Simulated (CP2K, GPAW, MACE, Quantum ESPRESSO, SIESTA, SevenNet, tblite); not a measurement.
## Finding the fault: Quantum ESPRESSO, twisted graphene bilayer, 46.83° (76 atoms)

Program: Quantum ESPRESSO 7.5, a calculation on a cell of 76 C, with vacuum.

Input file pw.in:

```
&control
  calculation = 'scf'
  pseudo_dir = './pseudo'
  outdir = './tmp'
  disk_io = 'none'
  tprnfor = .true.
/
&system
  ibrav = 0
  nat = 77
  ntyp = 1
  ecutwfc = 45
  ecutrho = 360
  nosym = .true.
  occupations = 'smearing'
  smearing = 'fd'
  degauss = 0.003675
/
&electrons
  conv_thr = 3.8e-07
  electron_maxstep = 50
  mixing_beta = 0.2
  mixing_mode = 'local-TF'
  diagonalization = 'david'
/
ATOMIC_SPECIES
C 12.011 C.upf
CELL_PARAMETERS angstrom
10.72290 0.00000 0.00000
-5.36145 9.28630 0.00000
0.00000 0.00000 17.43000
ATOMIC_POSITIONS crystal
C 0.17572 0.77312 0.40172
C 0.19245 0.65070 0.40308
C 0.28043 0.03334 0.40249
C 0.29546 0.91149 0.40378
C 0.12758 0.14176 0.40315
C 0.14043 0.02129 0.40125
C 0.22635 0.40370 0.40336
C 0.24953 0.28184 0.40171
C 0.33667 0.66612 0.40195
C 0.35439 0.54742 0.40259
[... 62 atom lines left out ...]
C 0.91542 0.29908 0.59645
C 0.92938 0.44169 0.59781
C 0.96392 0.71856 0.59782
C 0.98309 0.85878 0.59628
K_POINTS gamma
```

The run is started by

```
> OMP_NUM_THREADS=1 mpirun -np 4 pw.x -in pw.in > output.txt
```

What it wrote:

```text
Program PWSCF
 %%%%%%%%%%%%%%%%%%%%%%%%%%%%%%%%%%%%%%%%%%%%%%%%%%%%%%%%%%%%%%%%%%%%%%%%%%%%%%
     Error in routine read_cards (77):
     wrong number of columns in ATOMIC_POSITIONS
 %%%%%%%%%%%%%%%%%%%%%%%%%%%%%%%%%%%%%%%%%%%%%%%%%%%%%%%%%%%%%%%%%%%%%%%%%%%%%%
```

Run time: 0.77 s. Hardware: 4 MPI ranks of Arm Neoverse V1, shared host; peak memory 0.34 GiB.

Banners, paths, timers and routine set-up lines are dropped from the logs unmarked, and long logs keep their key lines alone; longer cuts are marked.

**Question.** Which part of the input is at fault, and how is it mended?

A wrong count of atoms: nat = 76 written as nat = 77. Mend: write nat = 76 in place of nat = 77.

The program stopped at the start.

[Also dropped from logs without a mark: logging warnings of Python, and SIESTA's first energy breakdown and zero terms.]

[Logs are printed without paths, hosts, clocks, repeated set-up lines and the standing remarks that a program may print on its own settings, such as how far it seeks lower states.]

[Hosts, paths, dates, database ids (printed as entryN), source tags and the programs' standing remarks are cut or masked in the printed files.]
